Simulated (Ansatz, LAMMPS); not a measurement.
# A frame of liquid furan from 300 K (207 atoms): geometry optimisation, part 2 of 3

Wanted: the relaxed structure of a frame of liquid furan from 300 K (207 atoms) and its electronic structure.

Ansatz 0.2.0; Kohn-Sham DFT, PBE+D4, PAW (set soft_2), plane waves.

The cell: 92 C, 23 O and 92 H. The network of contacts between molecules at the start is that of the classical potential that made the cell. The density was typed from a rule of thumb and may lie off the real one at this temperature. Only the Γ point is sampled, in a cell whose shortest periodic width is 14 Å.

So far. Step 3 (Single point at the start): The r.m.s. force component of 1.0 eV/Å and the pressure of 0.13 GPa set the starting point.

## (4) Relaxation

The atoms are relaxed in the fixed cell, aiming at the force tolerance of the input.

File input.yaml:

```yaml
crystal:
  lattice:
    - [14.03715, 0.0, 0.0]
    - [0.0, 14.03715, 0.0]
    - [0.0, 0.0, 14.03715]
  atoms:
    [... the 207 atom lines of step 3 ...]
kpoints:
  mp_grid: { grid: [1, 1, 1] }
hamiltonian:
  xc: pbe
  dispersion: d4
scf:
  occupations: { method: fixed }
output:
  forces: true
relax:
  f_tol: 0.05
  max_steps: 200
```

Command:

```console
$ ansatz run input.yaml --threads 4 --pin off --max-ram 8192MiB --backend cpu --events-out ev --progress --plain --runs-dir out
```

Numbers of over 12 decimals in the logs are rounded to 6 here.

The program printed:

```text
[...]
Crystal: 207 atoms, lattice volume = 2765.902 Å³
Basis set: ecut = 420 eV, 54339 PW (Γ), exchange–correlation on 192×192×192 points (8 copies of the dense FFT grid, shifted against one another)
Bands: 506, of which v1, the nominal top of the filled ones, is band 299 counted from 1 (298 counted from 0)
Symmetry: 1 space group operations
[...]
k-points: 1
[...]
SCF iter   1: F=—  HF=-37570.477539 eV  |F-HF|=—  |Δ(HF+E_count)|=         —  Δρ=9.36e-3  dr2=2.28e0  ethr=1.77e-3  ⟨swp⟩=5.0  Hψ=1603  notcnv=0  defer=197
[...]
SCF iter   3: F=—  HF=-37569.993867 eV  |F-HF|=—  |Δ(HF+E_count)|=   1.48e-2  Δρ=1.80e-3  dr2=7.75e-2  ethr=5.29e-5  ⟨swp⟩=3.0  Hψ=614  notcnv=0  defer=90
automatic band count: iteration 3 solves 391 bands in place of 506: the levels show a gap, and the empty bands left out lie too high to hold charge; the band table lists the bands solved (type scf.n_extra_bands for more)
SCF iter   4: F=—  HF=-37570.003579 eV  |F-HF|=—  |Δ(HF+E_count)|=   9.71e-3  Δρ=5.46e-4  dr2=1.14e-2  ethr=1.30e-5  ⟨swp⟩=3.0  Hψ=600  notcnv=0  defer=90
[...]
SCF iter   8: F=-37570.007068 eV  HF=-37570.007069 eV  |F-HF|=1.50e-6  |Δ(HF+E_count)|=   2.31e-5  Δρ=1.11e-5  dr2=3.88e-6  ethr=1.05e-8  ⟨swp⟩=4.0  Hψ=1193  notcnv=0
SCF 1 converged in 8 iterations: F = -37570.007068 eV  dr2 = 3.88e-6
[...]
relax step   1: F+E_penalty+E_count = -37570.00706751 eV  Δ(F+E_penalty+E_count) = +0.000e0 eV  max|allowed force component| = 3.740e0 eV/Å  Δτ_max = 0.0000 Å  (8 SCF iters, dr2 threshold 6.25e-5 eV, accepted)
[... from here on, the SCF cycles and remarks between the steps are left out ...]
relax step   2: F+E_penalty+E_count = -37575.72906099 eV  Δ(F+E_penalty+E_count) = -5.722e0 eV  max|allowed force component| = 1.805e0 eV/Å  Δτ_max = 0.1955 Å  (7 SCF iters, dr2 threshold 1.00e-4 eV, accepted)
relax step   3: F+E_penalty+E_count = -37577.23978909 eV  Δ(F+E_penalty+E_count) = -1.511e0 eV  max|allowed force component| = 1.098e0 eV/Å  Δτ_max = 0.1918 Å  (7 SCF iters, dr2 threshold 1.00e-4 eV, accepted)
relax step   4: F+E_penalty+E_count = -37577.73909009 eV  Δ(F+E_penalty+E_count) = -4.993e-1 eV  max|allowed force component| = 4.102e-1 eV/Å  Δτ_max = 0.2000 Å  (7 SCF iters, dr2 threshold 1.00e-4 eV, accepted)
relax step   5: F+E_penalty+E_count = -37577.95957074 eV  Δ(F+E_penalty+E_count) = -2.205e-1 eV  max|allowed force component| = 1.024e-1 eV/Å  Δτ_max = 0.2000 Å  (8 SCF iters, dr2 threshold 2.35e-5 eV, accepted)
relax step   6: F+E_penalty+E_count = -37578.07761219 eV  Δ(F+E_penalty+E_count) = -1.180e-1 eV  max|allowed force component| = 1.566e-1 eV/Å  Δτ_max = 0.1985 Å  (11 SCF iters, accepted)
relax step   7: F+E_penalty+E_count = -37578.15136832 eV  Δ(F+E_penalty+E_count) = -7.376e-2 eV  max|allowed force component| = 2.485e-1 eV/Å  Δτ_max = 0.1992 Å  (10 SCF iters, accepted)
relax step   8: F+E_penalty+E_count = -37578.20468037 eV  Δ(F+E_penalty+E_count) = -5.331e-2 eV  max|allowed force component| = 2.681e-1 eV/Å  Δτ_max = 0.1949 Å  (7 SCF iters, dr2 threshold 6.18e-5 eV, accepted)
relax step   9: F+E_penalty+E_count = -37578.25642330 eV  Δ(F+E_penalty+E_count) = -5.174e-2 eV  max|allowed force component| = 2.647e-1 eV/Å  Δτ_max = 0.1950 Å  (7 SCF iters, dr2 threshold 7.19e-5 eV, accepted)
relax step  10: F+E_penalty+E_count = -37578.30497676 eV  Δ(F+E_penalty+E_count) = -4.855e-2 eV  max|allowed force component| = 2.227e-1 eV/Å  Δτ_max = 0.1667 Å  (6 SCF iters, dr2 threshold 6.83e-5 eV, accepted)
relax step  11: F+E_penalty+E_count = -37578.34285038 eV  Δ(F+E_penalty+E_count) = -3.787e-2 eV  max|allowed force component| = 2.946e-1 eV/Å  Δτ_max = 0.1931 Å  (7 SCF iters, dr2 threshold 3.51e-5 eV, accepted)
relax step  12: F+E_penalty+E_count = -37578.37100736 eV  Δ(F+E_penalty+E_count) = -2.816e-2 eV  max|allowed force component| = 3.723e-1 eV/Å  Δτ_max = 0.1624 Å  (6 SCF iters, dr2 threshold 6.14e-5 eV, accepted)
relax step  13: F+E_penalty+E_count = -37578.40163739 eV  Δ(F+E_penalty+E_count) = -3.063e-2 eV  max|allowed force component| = 3.958e-1 eV/Å  Δτ_max = 0.1482 Å  (6 SCF iters, dr2 threshold 1.00e-4 eV, accepted)
relax step  14: F+E_penalty+E_count = -37578.43573681 eV  Δ(F+E_penalty+E_count) = -3.410e-2 eV  max|allowed force component| = 3.830e-1 eV/Å  Δτ_max = 0.1951 Å  (7 SCF iters, dr2 threshold 1.00e-4 eV, accepted)
relax step  15: F+E_penalty+E_count = -37578.46364937 eV  Δ(F+E_penalty+E_count) = -2.791e-2 eV  max|allowed force component| = 3.351e-1 eV/Å  Δτ_max = 0.1948 Å  (7 SCF iters, dr2 threshold 1.00e-4 eV, accepted)
relax step  16: F+E_penalty+E_count = -37578.48723175 eV  Δ(F+E_penalty+E_count) = -2.358e-2 eV  max|allowed force component| = 3.366e-1 eV/Å  Δτ_max = 0.1926 Å  (7 SCF iters, dr2 threshold 8.59e-5 eV, accepted)
relax step  17: F+E_penalty+E_count = -37578.51021509 eV  Δ(F+E_penalty+E_count) = -2.298e-2 eV  max|allowed force component| = 3.493e-1 eV/Å  Δτ_max = 0.1949 Å  (6 SCF iters, dr2 threshold 8.67e-5 eV, accepted)
[...]
relax step  23: F+E_penalty+E_count = -37578.61149809 eV  Δ(F+E_penalty+E_count) = -1.550e-2 eV  max|allowed force component| = 1.327e-1 eV/Å  Δτ_max = 0.1383 Å  (8 SCF iters, dr2 threshold 4.21e-6 eV, accepted)
relax step  24: F+E_penalty+E_count = -37578.62422949 eV  Δ(F+E_penalty+E_count) = -1.273e-2 eV  max|allowed force component| = 1.472e-1 eV/Å  Δτ_max = 0.1160 Å  (7 SCF iters, dr2 threshold 1.76e-5 eV, accepted)
relax step  25: F+E_penalty+E_count = -37578.63701154 eV  Δ(F+E_penalty+E_count) = -1.278e-2 eV  max|allowed force component| = 1.643e-1 eV/Å  Δτ_max = 0.0975 Å  (7 SCF iters, dr2 threshold 2.17e-5 eV, accepted)
relax step  26: F+E_penalty+E_count = -37578.64957705 eV  Δ(F+E_penalty+E_count) = -1.257e-2 eV  max|allowed force component| = 1.789e-1 eV/Å  Δτ_max = 0.1125 Å  (7 SCF iters, dr2 threshold 2.70e-5 eV, accepted)
[...]
relax step  44: F+E_penalty+E_count = -37578.79535261 eV  Δ(F+E_penalty+E_count) = -6.235e-3 eV  max|allowed force component| = 6.366e-2 eV/Å  Δτ_max = 0.0786 Å  (6 SCF iters, dr2 threshold 1.63e-5 eV, accepted)
relax step  45: F+E_penalty+E_count = -37578.80119677 eV  Δ(F+E_penalty+E_count) = -5.844e-3 eV  max|allowed force component| = 6.141e-2 eV/Å  Δτ_max = 0.1527 Å  (10 SCF iters, accepted)
relax step  46: F+E_penalty+E_count = -37578.79991124 eV  Δ(F+E_penalty+E_count) = +1.286e-3 eV  max|allowed force component| = 1.145e-1 eV/Å  Δτ_max = 0.1963 Å  (10 SCF iters, rejected (line search))
relax step  47: F+E_penalty+E_count = -37578.80499361 eV  Δ(F+E_penalty+E_count) = -3.797e-3 eV  max|allowed force component| = 3.508e-2 eV/Å  Δτ_max = 0.0976 Å  (9 SCF iters, accepted)
relax step  48: F+E_penalty+E_count = -37578.80640503 eV  Δ(F+E_penalty+E_count) = -1.411e-3 eV  max|allowed force component| = 6.705e-2 eV/Å  Δτ_max = 0.0977 Å  (9 SCF iters, accepted)
relax step  49: F+E_penalty+E_count = -37578.80798665 eV  Δ(F+E_penalty+E_count) = -1.582e-3 eV  max|allowed force component| = 5.357e-2 eV/Å  Δτ_max = 0.0208 Å  (8 SCF iters, accepted)
relax step  50: F+E_penalty+E_count = -37578.81130515 eV  Δ(F+E_penalty+E_count) = -3.319e-3 eV  max|allowed force component| = 1.347e-2 eV/Å  Δτ_max = 0.0738 Å  (9 SCF iters, accepted)
relax step  51: F+E_penalty+E_count = -37578.81436739 eV  Δ(F+E_penalty+E_count) = -3.062e-3 eV  max|allowed force component| = 6.162e-2 eV/Å  Δτ_max = 0.1643 Å  (10 SCF iters, accepted)
relax step  52: F+E_penalty+E_count = -37578.81597185 eV  Δ(F+E_penalty+E_count) = -1.604e-3 eV  max|allowed force component| = 9.593e-2 eV/Å  Δτ_max = 0.0997 Å  (9 SCF iters, accepted)
relax step  53: F+E_penalty+E_count = -37578.81857080 eV  Δ(F+E_penalty+E_count) = -2.599e-3 eV  max|allowed force component| = 1.338e-1 eV/Å  Δτ_max = 0.1025 Å  (6 SCF iters, dr2 threshold 9.20e-6 eV, accepted)
relax step  54: F+E_penalty+E_count = -37578.82210338 eV  Δ(F+E_penalty+E_count) = -3.533e-3 eV  max|allowed force component| = 2.238e-1 eV/Å  Δτ_max = 0.1725 Å  (7 SCF iters, dr2 threshold 1.79e-5 eV, accepted)
relax step  55: F+E_penalty+E_count = -37578.82506916 eV  Δ(F+E_penalty+E_count) = -2.966e-3 eV  max|allowed force component| = 2.152e-1 eV/Å  Δτ_max = 0.0822 Å  (5 SCF iters, dr2 threshold 5.01e-5 eV, accepted)
relax step  56: F+E_penalty+E_count = -37578.82951256 eV  Δ(F+E_penalty+E_count) = -4.443e-3 eV  max|allowed force component| = 1.994e-1 eV/Å  Δτ_max = 0.1411 Å  (6 SCF iters, dr2 threshold 4.28e-5 eV, accepted)
relax step  57: F+E_penalty+E_count = -37578.83215185 eV  Δ(F+E_penalty+E_count) = -2.639e-3 eV  max|allowed force component| = 2.354e-1 eV/Å  Δτ_max = 0.1998 Å  (6 SCF iters, dr2 threshold 3.41e-5 eV, accepted)
relax step  58: F+E_penalty+E_count = -37578.83499696 eV  Δ(F+E_penalty+E_count) = -2.845e-3 eV  max|allowed force component| = 2.033e-1 eV/Å  Δτ_max = 0.0720 Å  (5 SCF iters, dr2 threshold 4.76e-5 eV, accepted)
relax step  59: F+E_penalty+E_count = -37578.83871787 eV  Δ(F+E_penalty+E_count) = -3.721e-3 eV  max|allowed force component| = 1.002e-1 eV/Å  Δτ_max = 0.0591 Å  (5 SCF iters, dr2 threshold 3.08e-5 eV, accepted)
relax step  60: F+E_penalty+E_count = -37578.84155124 eV  Δ(F+E_penalty+E_count) = -2.833e-3 eV  max|allowed force component| = 3.439e-2 eV/Å  Δτ_max = 0.1178 Å  (9 SCF iters, accepted)
relax step  61: F+E_penalty+E_count = -37578.84387484 eV  Δ(F+E_penalty+E_count) = -2.324e-3 eV  max|allowed force component| = 4.012e-2 eV/Å  Δτ_max = 0.1950 Å  (10 SCF iters, accepted)
SCF converged after 10 iterations
Free energy (F): -37578.843875 eV
[...]
Internal energy: -37578.843875 eV  (E = F + TS)
E sigma→0 (E₀):  -37578.843875 eV
Fermi energy:    -0.944866 eV
[...]
--- Forces (eV/Å), atoms counted from 1 ---
  atom   1  C     -0.00199615     0.00405423     0.00318229
  atom   2  C     -0.00180185    -0.00524297    -0.00279371
  atom   3  C      0.00164343     0.00408065     0.00158587
  atom   4  O     -0.00142215    -0.00025155     0.00017670
  atom   5  C      0.00360942    -0.00253537    -0.00256767
  atom   6  H      0.00034089    -0.00044483     0.00023281
  atom   7  H     -0.00038579    -0.00073504     0.00033714
  atom   8  H      0.00080252     0.00086132    -0.00039604
  atom   9  H      0.00111206     0.00022825    -0.00017164
  atom  10  C     -0.00517336     0.00181575    -0.00406556
  atom  11  C      0.00161930    -0.00520255     0.01215517
  atom  12  C     -0.00959160     0.00138663    -0.01621063
  atom  13  O      0.02071083    -0.00292187     0.01263501
  atom  14  C     -0.00604288     0.00383867    -0.00228680
[...]
atom 206  H     -0.00039463     0.00036465    -0.00174342
  atom 207  H      0.00056795    -0.00144671     0.00076583
  max |Σ_I F_I| component: 3.39e-5 eV/Å
--- Relaxed structure (61 steps of the walk, 60 accepted, 0 SCFs on fresh bases) ---
  F+E_penalty+E_count = -37578.84387484 eV   max|allowed force component| = 4.012e-2 eV/Å
  atoms:
    - { symbol: C, position: [0.113302, 0.659152, 0.139655] }
    - { symbol: C, position: [0.185249, 0.623863, 0.202854] }
    - { symbol: C, position: [0.138532, 0.575680, 0.273154] }
    - { symbol: O, position: [1.042141, 0.578682, 0.258021] }
[...]
- { symbol: H, position: [0.144737, 0.203764, 0.644239] }
```

It took 14 min on 4 threads of Intel Xeon 6975P-C (Granite Rapids), shared host; peak memory 3.5 GiB; 51 min of CPU time.

Relaxation path (22 of 61):

```
step  energy less that of the first step (eV)  largest force component (eV/Å)
   1                                   0.0000                          3.7395
   4                                  -7.7320                          0.4102
   7                                  -8.1443                          0.2485
  10                                  -8.2979                          0.2227
  12                                  -8.3639                          0.3723
  15                                  -8.4566                          0.3351
  18                                  -8.5226                          0.3456
  21                                  -8.5784                          0.1199
  24                                  -8.6172                          0.1472
  27                                  -8.6537                          0.2013
  30                                  -8.6888                          0.1712
  32                                  -8.7069                          0.2118
  35                                  -8.7312                          0.2308
  38                                  -8.7526                          0.2228
  41                                  -8.7740                          0.1670
  44                                  -8.7883                          0.0637
  47                                  -8.7979                          0.0351
  50                                  -8.8042                          0.0135
  52                                  -8.8089                          0.0959
  55                                  -8.8180                          0.2152
  58                                  -8.8279                          0.2033
  61                                  -8.8368                          0.0401
```

Relaxation step 46 was tried and not accepted.

The atoms that moved most (Å):

```
atom      dx      dy      dz  length
H161  -1.208   2.310   1.120   2.837
 H70  -0.615   0.172  -2.600   2.677
 H72   0.402   1.371   1.843   2.332
H126   1.886  -0.088  -1.054   2.163
C156  -0.894   1.589   1.092   2.125
 H69   0.126   1.957  -0.751   2.099
 H81  -1.689  -1.167   0.063   2.054
 H79   1.301   0.860  -1.313   2.038
```

The relaxation changed the energy by -42.7 meV/atom, and atoms moved by 1.2 Å r.m.s., 2.8 Å at most.

## (5) Local order after relaxation

Density 0.94 g/cm³, 13.36 Å³ an atom.

g(r), total and by pair (bins of 0.2 Å):

```
r (Å)  total   C-C    C-H    C-O   H-H   H-O   O-O
 1.00   4.09  0.00  10.35   0.00  0.00  0.00  0.00
 1.20   0.00  0.00   0.00   0.00  0.00  0.00  0.00
 1.40   3.08  9.29   0.00  12.65  0.00  0.00  0.00
 1.60   0.00  0.00   0.00   0.00  0.00  0.00  0.00
 1.80   0.00  0.00   0.00   0.00  0.00  0.00  0.00
 2.00   0.55  0.00   0.00   0.00  0.00  5.55  0.00
 2.20   2.62  3.67   3.58   4.83  0.00  0.00  0.00
 2.40   0.04  0.00   0.00   0.00  0.00  0.43  0.00
 2.60   0.12  0.00   0.02   0.00  0.26  0.62  0.00
 2.80   0.86  0.00   0.36   0.00  2.94  1.38  0.00
 3.00   0.53  0.00   0.55   0.00  1.13  0.92  0.00
 3.20   1.44  0.00   2.18   0.00  1.49  2.85  0.40
 3.40   0.97  0.00   1.55   0.40  1.25  0.71  0.34
 3.60   0.86  0.27   0.92   1.24  1.37  0.40  0.95
 3.80   0.97  1.14   1.02   1.15  0.83  0.61  0.58
 4.00   1.01  1.59   0.89   0.74  0.94  0.75  0.52
 4.20   1.00  1.08   1.05   0.62  1.03  0.88  1.91
 4.40   1.05  1.05   1.03   0.78  1.35  0.74  1.52
 4.60   0.90  0.99   0.95   1.16  0.55  0.95  1.38
 4.80   1.02  1.23   0.90   1.10  0.81  1.33  1.82
 5.00   1.04  1.09   0.96   1.50  0.94  1.12  0.67
 5.20   1.06  1.44   0.93   1.29  0.90  0.96  0.77
 5.40   1.10  1.34   1.05   1.33  0.96  0.95  0.70
 5.60   1.09  1.12   1.01   1.47  0.94  1.26  1.06
 5.80   1.11  1.40   0.90   1.22  1.21  1.06  0.99
 6.00   1.01  1.20   0.89   1.14  1.08  0.82  1.52
 6.20   1.07  1.02   1.08   1.18  1.11  0.96  1.29
 6.40   1.03  0.90   1.15   0.92  1.01  0.90  1.12
```

(Part 2 of 3 ends here.)

[Logs are printed without paths, hosts, clocks, repeated set-up lines and the standing remarks that a program may print on its own settings, such as how far it seeks lower states.]

[Hosts, paths, dates, database ids (printed as entryN), source tags and the programs' standing remarks are cut or masked in the printed files.]
